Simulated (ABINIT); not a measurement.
# InSnH3 (Pm-3m): phonons by linear response, part 3 of 5

How does InSnH3 (Pm-3m) vibrate, and is this structure a minimum?

ABINIT 10.8.3; DFT LDA, scalar-relativistic, plane waves, HGH norm-conserving pseudopotentials.

So far. Step 6 (Ground state): The cell stands at -0.41 GPa: the relaxation ran with a smoothed and higher cutoff, and the difference is a stress of the finite basis. Step 7 (Zone-centre response): The acoustic modes at Γ come out as far as 0.1 cm⁻¹ from zero, where they should vanish, a small numerical error. The lowest optical mode is imaginary, 331i cm⁻¹, an instability at this level and on this k mesh. The relaxed cell has a = 4.086 Å (conventional setting).

The structure was built from a prototype and need not be the compound's stable phase.

**8. Zone-centre analysis**

anaddb reads the merged derivatives and imposes the acoustic sum rule.

File anaddb.abi:

```
ddb_filepath "gamma_DDB"
output_file "anaddb.abo"
outdata_prefix "anaddb"
asr 1
chneut 1
enunit 2
eivec 1
nph1l 1
qph1l 0.0 0.0 0.0 1.0
```

File mrgddb.in:

```
gamma_DDB
merged
2
dfpt_gammao_DDB
gso_DDB
```

The run is started by

```console
> mrgddb < mrgddb.in > mrgddb.log
> OMP_NUM_THREADS=1 anaddb anaddb.abi > anaddb.log
```

anaddb.abo, the main output file:

```text
-outvars_anaddb: echo values of input variables ----------------------

 Miscellaneous information :
      enunit         2
       eivec         1
         asr         1
 First list of wavevector (reduced coord.) :
       nph1l         1
       qph1l
                     0.00000000E+00  0.00000000E+00  0.00000000E+00    1.000E+00

================================================================================

 read the DDB information and perform some checks

  ==== Info on the Cryst% object ====
 Real(R)+Recip(G) space primitive vectors, cartesian coordinates (Bohr,Bohr^-1):
 R(1)=  7.7212648  0.0000000  0.0000000  G(1)=  0.1295125  0.0000000  0.0000000
 R(2)=  0.0000000  7.7212648  0.0000000  G(2)=  0.0000000  0.1295125  0.0000000
 R(3)=  0.0000000  0.0000000  7.7212648  G(3)=  0.0000000  0.0000000  0.1295125
 Unit cell volume ucvol=  4.6032582E+02 bohr^3
 Angles (23,13,12)=  9.00000000E+01  9.00000000E+01  9.00000000E+01 degrees
 Time-reversal symmetry is present
 Reduced atomic positions [iatom, xred, symbol]:
    1)    0.0000000  0.0000000  0.0000000  In
    2)    0.5000000  0.5000000  0.5000000  Sn
    3)    0.5000000  0.5000000  0.0000000   H
    4)    0.5000000  0.0000000  0.5000000   H
    5)    0.0000000  0.5000000  0.5000000   H

 DDB file with 3 blocks has been read.

================================================================================

 Treat the first list of vectors

  Phonon wavevector (reduced coordinates) :  0.00000  0.00000  0.00000
 Phonon energies in Hartree :
  -1.506267E-03 -1.506267E-03 -1.506267E-03  0.000000E+00  0.000000E+00
   0.000000E+00  2.880986E-04  2.880986E-04  2.880986E-04  1.021161E-03
   1.021161E-03  1.021161E-03  1.190381E-03  1.190381E-03  1.190381E-03
 Phonon energies in meV     :
- -4.098762E+01 -4.098762E+01 -4.098762E+01  0.000000E+00  0.000000E+00
-  0.000000E+00  7.839563E+00  7.839563E+00  7.839563E+00  2.778721E+01
-  2.778721E+01  2.778721E+01  3.239192E+01  3.239192E+01  3.239192E+01
 Phonon frequencies in cm-1    :
- -3.305875E+02 -3.305875E+02 -3.305875E+02  0.000000E+00  0.000000E+00
-  0.000000E+00  6.323034E+01  6.323034E+01  6.323034E+01  2.241189E+02
-  2.241189E+02  2.241189E+02  2.612584E+02  2.612584E+02  2.612584E+02
 Phonon frequencies in Thz     :
- -9.910764E+00 -9.910764E+00 -9.910764E+00  0.000000E+00  0.000000E+00
-  0.000000E+00  1.895598E+00  1.895598E+00  1.895598E+00  6.718917E+00
-  6.718917E+00  6.718917E+00  7.832330E+00  7.832330E+00  7.832330E+00
 Phonon energies in Kelvin  :
- -4.756416E+02 -4.756416E+02 -4.756416E+02  0.000000E+00  0.000000E+00
-  0.000000E+00  9.097435E+01  9.097435E+01  9.097435E+01  3.224572E+02
-  3.224572E+02  3.224572E+02  3.758926E+02  3.758926E+02  3.758926E+02

 Eigendisplacements
 (will be given, for each mode : in cartesian coordinates
   for each atom the real part of the displacement vector,
   then the imaginary part of the displacement vector - absolute values smaller than 1.0d-7 are set to zero)
  Mode number    1   Energy   -1.506267E-03
 Attention : low frequency mode.
   (Could be unstable or acoustic mode)
-  1  0.00000000E+00  0.00000000E+00  3.90996158E-05
-     0.00000000E+00  0.00000000E+00  0.00000000E+00
-  2  0.00000000E+00  0.00000000E+00 -2.89298903E-04
-     0.00000000E+00  0.00000000E+00  0.00000000E+00
-  3  0.00000000E+00  0.00000000E+00  2.25696079E-02
-     0.00000000E+00  0.00000000E+00  0.00000000E+00
-  4  0.00000000E+00  0.00000000E+00  3.52421008E-03
-     0.00000000E+00  0.00000000E+00  0.00000000E+00
-  5  0.00000000E+00  0.00000000E+00  3.52421008E-03
-     0.00000000E+00  0.00000000E+00  0.00000000E+00
  Mode number    2   Energy   -1.506267E-03
 Attention : low frequency mode.
   (Could be unstable or acoustic mode)
-  1  0.00000000E+00 -3.90996158E-05  0.00000000E+00
-     0.00000000E+00  0.00000000E+00  0.00000000E+00
-  2  0.00000000E+00  2.89298903E-04  0.00000000E+00
-     0.00000000E+00  0.00000000E+00  0.00000000E+00
-  3  0.00000000E+00 -3.52421008E-03  0.00000000E+00
-     0.00000000E+00  0.00000000E+00  0.00000000E+00
-  4  0.00000000E+00 -2.25696079E-02  0.00000000E+00
-     0.00000000E+00  0.00000000E+00  0.00000000E+00
-  5  2.82638900E-07 -3.52421008E-03  0.00000000E+00
-     0.00000000E+00  0.00000000E+00  0.00000000E+00
  Mode number    3   Energy   -1.506267E-03
 Attention : low frequency mode.
   (Could be unstable or acoustic mode)
-  1  3.90996158E-05  0.00000000E+00  0.00000000E+00
-     0.00000000E+00  0.00000000E+00  0.00000000E+00
-  2 -2.89298903E-04  0.00000000E+00  0.00000000E+00
-     0.00000000E+00  0.00000000E+00  0.00000000E+00
-  3  3.52421008E-03  0.00000000E+00  0.00000000E+00
-     0.00000000E+00  0.00000000E+00  0.00000000E+00
-  4  3.52421008E-03  2.82638900E-07  0.00000000E+00
-     0.00000000E+00  0.00000000E+00  0.00000000E+00
-  5  2.25696079E-02  0.00000000E+00  0.00000000E+00
-     0.00000000E+00  0.00000000E+00  0.00000000E+00
  Mode number    4   Energy    0.000000E+00
 Attention : low frequency mode.
   (Could be unstable or acoustic mode)
-  1  0.00000000E+00  0.00000000E+00  1.52284254E-03
-     0.00000000E+00  0.00000000E+00  0.00000000E+00
-  2  0.00000000E+00  0.00000000E+00  1.52284238E-03
-     0.00000000E+00  0.00000000E+00  0.00000000E+00
-  3  0.00000000E+00  0.00000000E+00  1.52284854E-03
-     0.00000000E+00  0.00000000E+00  0.00000000E+00
-  4  0.00000000E+00  0.00000000E+00  1.52283535E-03
-     0.00000000E+00  0.00000000E+00  0.00000000E+00
-  5  0.00000000E+00  0.00000000E+00  1.52283535E-03
-     0.00000000E+00  0.00000000E+00  0.00000000E+00
  Mode number    5   Energy    0.000000E+00
 Attention : low frequency mode.
   (Could be unstable or acoustic mode)
-  1  0.00000000E+00 -1.52284254E-03  0.00000000E+00
-     0.00000000E+00  0.00000000E+00  0.00000000E+00
-  2  0.00000000E+00 -1.52284238E-03  0.00000000E+00
-     0.00000000E+00  0.00000000E+00  0.00000000E+00
-  3  0.00000000E+00 -1.52283535E-03  0.00000000E+00
-     0.00000000E+00  0.00000000E+00  0.00000000E+00
-  4  0.00000000E+00 -1.52284854E-03  0.00000000E+00
-     0.00000000E+00  0.00000000E+00  0.00000000E+00
-  5  0.00000000E+00 -1.52283535E-03  0.00000000E+00
-     0.00000000E+00  0.00000000E+00  0.00000000E+00
  Mode number    6   Energy    0.000000E+00
 Attention : low frequency mode.
   (Could be unstable or acoustic mode)
-  1  1.52284254E-03  0.00000000E+00  0.00000000E+00
-     0.00000000E+00  0.00000000E+00  0.00000000E+00
-  2  1.52284238E-03  0.00000000E+00  0.00000000E+00
-     0.00000000E+00  0.00000000E+00  0.00000000E+00
-  3  1.52283535E-03  0.00000000E+00  0.00000000E+00
-     0.00000000E+00  0.00000000E+00  0.00000000E+00
-  4  1.52283535E-03  0.00000000E+00  0.00000000E+00
-     0.00000000E+00  0.00000000E+00  0.00000000E+00
-  5  1.52284854E-03  0.00000000E+00  0.00000000E+00
-     0.00000000E+00  0.00000000E+00  0.00000000E+00
  Mode number    7   Energy    2.880986E-04
-  1  0.00000000E+00  0.00000000E+00 -1.55935674E-03
-     0.00000000E+00  0.00000000E+00  0.00000000E+00
-  2  0.00000000E+00  0.00000000E+00  1.44148742E-03
-     0.00000000E+00  0.00000000E+00  0.00000000E+00
-  3  0.00000000E+00  0.00000000E+00  1.48832460E-03
-     0.00000000E+00  0.00000000E+00  0.00000000E+00
-  4  0.00000000E+00  0.00000000E+00  3.18782297E-03
-     0.00000000E+00  0.00000000E+00  0.00000000E+00
-  5  0.00000000E+00  0.00000000E+00  3.18782297E-03
-     0.00000000E+00  0.00000000E+00  0.00000000E+00
  Mode number    8   Energy    2.880986E-04
-  1  0.00000000E+00  1.55935674E-03  0.00000000E+00
-     0.00000000E+00  0.00000000E+00  0.00000000E+00
-  2  0.00000000E+00 -1.44148742E-03  0.00000000E+00
-     0.00000000E+00  0.00000000E+00  0.00000000E+00
-  3  0.00000000E+00 -3.18782297E-03  0.00000000E+00
-     0.00000000E+00  0.00000000E+00  0.00000000E+00
-  4  0.00000000E+00 -1.48832460E-03  0.00000000E+00
-     0.00000000E+00  0.00000000E+00  0.00000000E+00
-  5  0.00000000E+00 -3.18782297E-03  0.00000000E+00
-     0.00000000E+00  0.00000000E+00  0.00000000E+00
  Mode number    9   Energy    2.880986E-04
-  1  1.55935674E-03  0.00000000E+00  0.00000000E+00
-     0.00000000E+00  0.00000000E+00  0.00000000E+00
-  2 -1.44148742E-03  0.00000000E+00  0.00000000E+00
-     0.00000000E+00  0.00000000E+00  0.00000000E+00
-  3 -3.18782297E-03  0.00000000E+00  0.00000000E+00
-     0.00000000E+00  0.00000000E+00  0.00000000E+00
-  4 -3.18782297E-03  0.00000000E+00  0.00000000E+00
-     0.00000000E+00  0.00000000E+00  0.00000000E+00
-  5 -1.48832460E-03  0.00000000E+00  0.00000000E+00
-     0.00000000E+00  0.00000000E+00  0.00000000E+00
  Mode number   10   Energy    1.021161E-03
-  1  0.00000000E+00  0.00000000E+00  0.00000000E+00
-     0.00000000E+00  0.00000000E+00  0.00000000E+00
-  2  0.00000000E+00  0.00000000E+00  0.00000000E+00
-     0.00000000E+00  0.00000000E+00  0.00000000E+00
-  3  0.00000000E+00  0.00000000E+00  0.00000000E+00
-     0.00000000E+00  0.00000000E+00  0.00000000E+00
-  4  0.00000000E+00  0.00000000E+00  1.64963405E-02
-     0.00000000E+00  0.00000000E+00  0.00000000E+00
-  5  0.00000000E+00  0.00000000E+00 -1.64963405E-02
-     0.00000000E+00  0.00000000E+00  0.00000000E+00
  Mode number   11   Energy    1.021161E-03
-  1  0.00000000E+00  0.00000000E+00  0.00000000E+00
-     0.00000000E+00  0.00000000E+00  0.00000000E+00
-  2  0.00000000E+00  0.00000000E+00  0.00000000E+00
-     0.00000000E+00  0.00000000E+00  0.00000000E+00
-  3  1.36648159E-07  1.64963405E-02  0.00000000E+00
-     0.00000000E+00  0.00000000E+00  0.00000000E+00
-  4 -1.36648159E-07  0.00000000E+00  0.00000000E+00
-     0.00000000E+00  0.00000000E+00  0.00000000E+00
-  5  0.00000000E+00 -1.64963405E-02  0.00000000E+00
-     0.00000000E+00  0.00000000E+00  0.00000000E+00
  Mode number   12   Energy    1.021161E-03
-  1  0.00000000E+00  0.00000000E+00  0.00000000E+00
-     0.00000000E+00  0.00000000E+00  0.00000000E+00
-  2  0.00000000E+00  0.00000000E+00  0.00000000E+00
-     0.00000000E+00  0.00000000E+00  0.00000000E+00
-  3  1.64963405E-02 -1.36648115E-07  0.00000000E+00
-     0.00000000E+00  0.00000000E+00  0.00000000E+00
-  4 -1.64963405E-02  0.00000000E+00  0.00000000E+00
-     0.00000000E+00  0.00000000E+00  0.00000000E+00
-  5  0.00000000E+00  1.36648115E-07  0.00000000E+00
-     0.00000000E+00  0.00000000E+00  0.00000000E+00
  Mode number   13   Energy    1.190381E-03
-  1  0.00000000E+00  0.00000000E+00 -1.59895830E-04
-     0.00000000E+00  0.00000000E+00  0.00000000E+00
-  2  0.00000000E+00  0.00000000E+00  3.74897498E-04
-     0.00000000E+00  0.00000000E+00  0.00000000E+00
-  3  0.00000000E+00  0.00000000E+00  5.50791431E-03
-     0.00000000E+00  0.00000000E+00  0.00000000E+00
-  4  0.00000000E+00  0.00000000E+00 -1.57234840E-02
-     0.00000000E+00  0.00000000E+00  0.00000000E+00
-  5  0.00000000E+00  0.00000000E+00 -1.57234840E-02
-     0.00000000E+00  0.00000000E+00  0.00000000E+00
  Mode number   14   Energy    1.190381E-03
-  1  0.00000000E+00  1.59895830E-04  0.00000000E+00
-     0.00000000E+00  0.00000000E+00  0.00000000E+00
-  2  0.00000000E+00 -3.74897498E-04  0.00000000E+00
-     0.00000000E+00  0.00000000E+00  0.00000000E+00
-  3  0.00000000E+00  1.57234840E-02  0.00000000E+00
-     0.00000000E+00  0.00000000E+00  0.00000000E+00
-  4  0.00000000E+00 -5.50791431E-03  0.00000000E+00
-     0.00000000E+00  0.00000000E+00  0.00000000E+00
-  5  0.00000000E+00  1.57234840E-02  0.00000000E+00
-     0.00000000E+00  0.00000000E+00  0.00000000E+00
  Mode number   15   Energy    1.190381E-03
-  1  1.59895830E-04  0.00000000E+00  0.00000000E+00
-     0.00000000E+00  0.00000000E+00  0.00000000E+00
-  2 -3.74897498E-04  0.00000000E+00  0.00000000E+00
-     0.00000000E+00  0.00000000E+00  0.00000000E+00
-  3  1.57234840E-02  0.00000000E+00  0.00000000E+00
-     0.00000000E+00  0.00000000E+00  0.00000000E+00
-  4  1.57234840E-02  0.00000000E+00  0.00000000E+00
-     0.00000000E+00  0.00000000E+00  0.00000000E+00
-  5 -5.50791431E-03  0.00000000E+00  0.00000000E+00
-     0.00000000E+00  0.00000000E+00  0.00000000E+00

 Analysis of degeneracies and characters (maximum tolerance=1.00E-06 a.u.)
 For each vibration mode, or group of modes if degenerate,
 the characters are given for each symmetry operation (see the list in the log file).
 Symmetry characters of vibration mode #   1
       degenerate with vibration modes #   2 to    3
  3.0 -3.0 -1.0  1.0 -1.0  1.0 -1.0  1.0  1.0 -1.0 -1.0  1.0  1.0 -1.0 -1.0  1.0
  0.0 -0.0  0.0 -0.0 -0.0  0.0 -0.0  0.0  1.0 -1.0 -1.0  1.0 -1.0  1.0  1.0 -1.0
  0.0 -0.0 -0.0  0.0 -0.0  0.0  0.0 -0.0  1.0 -1.0  1.0 -1.0 -1.0  1.0 -1.0  1.0
 Symmetry characters of vibration mode #   4
       degenerate with vibration modes #   5 to    6
  3.0 -3.0 -1.0  1.0 -1.0  1.0 -1.0  1.0  1.0 -1.0 -1.0  1.0  1.0 -1.0 -1.0  1.0
  0.0 -0.0  0.0 -0.0 -0.0  0.0 -0.0  0.0  1.0 -1.0 -1.0  1.0 -1.0  1.0  1.0 -1.0
  0.0 -0.0 -0.0  0.0 -0.0  0.0  0.0 -0.0  1.0 -1.0  1.0 -1.0 -1.0  1.0 -1.0  1.0
 Symmetry characters of vibration mode #   7
       degenerate with vibration modes #   8 to    9
  3.0 -3.0 -1.0  1.0 -1.0  1.0 -1.0  1.0  1.0 -1.0 -1.0  1.0  1.0 -1.0 -1.0  1.0
 -0.0  0.0  0.0 -0.0  0.0 -0.0 -0.0  0.0  1.0 -1.0 -1.0  1.0 -1.0  1.0  1.0 -1.0
 -0.0  0.0  0.0 -0.0 -0.0  0.0  0.0 -0.0  1.0 -1.0  1.0 -1.0 -1.0  1.0 -1.0  1.0
 Symmetry characters of vibration mode #  10
       degenerate with vibration modes #  11 to   12
  3.0 -3.0 -1.0  1.0 -1.0  1.0 -1.0  1.0 -1.0  1.0  1.0 -1.0 -1.0  1.0  1.0 -1.0
 -0.0  0.0 -0.0  0.0  0.0 -0.0  0.0 -0.0 -1.0  1.0  1.0 -1.0  1.0 -1.0 -1.0  1.0
 -0.0  0.0  0.0 -0.0  0.0 -0.0 -0.0  0.0 -1.0  1.0 -1.0  1.0  1.0 -1.0  1.0 -1.0
 Symmetry characters of vibration mode #  13
       degenerate with vibration modes #  14 to   15
  3.0 -3.0 -1.0  1.0 -1.0  1.0 -1.0  1.0  1.0 -1.0 -1.0  1.0  1.0 -1.0 -1.0  1.0
 -0.0  0.0  0.0 -0.0 -0.0  0.0  0.0 -0.0  1.0 -1.0 -1.0  1.0 -1.0  1.0  1.0 -1.0
 -0.0  0.0 -0.0  0.0  0.0 -0.0  0.0 -0.0  1.0 -1.0  1.0 -1.0 -1.0  1.0 -1.0  1.0
-
```

Elapsed: 0.74 s, on 1 thread of Intel Xeon at 2.70GHz, shared host.

Numbers from this step:

```yaml
highest_optical_zone_centre_mode_no_lo_to_term: 261.3 cm⁻¹
```

No LO-TO term; unit eigenvectors of the mass-weighted matrix, from anaddb's displacements. The modes at Γ (shares of kinetic energy by element, %) (negative means imaginary):

| mode | frequency (cm⁻¹) | symmetry | In % | Sn % | H % |
| --- | --- | --- | --- | --- | --- |
| 1 | -330.6 | T1u | 0 | 2 | 98 |
| 2 | -330.6 | T1u | 0 | 2 | 98 |
| 3 | -330.6 | T1u | 0 | 2 | 98 |
| 4 | 0.0 | acoustic | 49 | 50 | 1 |
| 5 | 0.0 | acoustic | 49 | 50 | 1 |
| 6 | 0.0 | acoustic | 49 | 50 | 1 |
| 7 | 63.2 | T1u | 51 | 45 | 4 |
| 8 | 63.2 | T1u | 51 | 45 | 4 |
| 9 | 63.2 | T1u | 51 | 45 | 4 |
| 10 | 224.1 | T2u | 0 | 0 | 100 |
| 11 | 224.1 | T2u | 0 | 0 | 100 |
| 12 | 224.1 | T2u | 0 | 0 | 100 |
| 13 | 261.3 | T1u | 1 | 3 | 96 |
| 14 | 261.3 | T1u | 1 | 3 | 96 |
| 15 | 261.3 | T1u | 1 | 3 | 96 |

Displacements in mode 1 (-330.6 cm⁻¹), the largest set to 1:
```
In1  0.00  0.00  0.00
Sn2  0.00  0.00 -0.01
H3   0.00  0.00  1.00
H4   0.00  0.00  0.16
H5   0.00  0.00  0.16
```

Displacements in mode 13 (261.3 cm⁻¹), the largest set to 1:
```
In1  0.00  0.00 -0.01
Sn2  0.00  0.00  0.02
H3   0.00  0.00  0.35
H4   0.00  0.00 -1.00
H5   0.00  0.00 -1.00
```

The rule moves no optical mode by more than 0.1 cm⁻¹.

(Part 3 of 5 ends here.)

[Host names and launcher messages were left out of these logs when they were recorded.]

[Logs are printed without paths, hosts, clocks, repeated set-up lines and the standing remarks that a program may print on its own settings, such as how far it seeks lower states.]

[Hosts, paths, dates, database ids (printed as entryN), source tags and the programs' standing remarks are cut or masked in the printed files.]
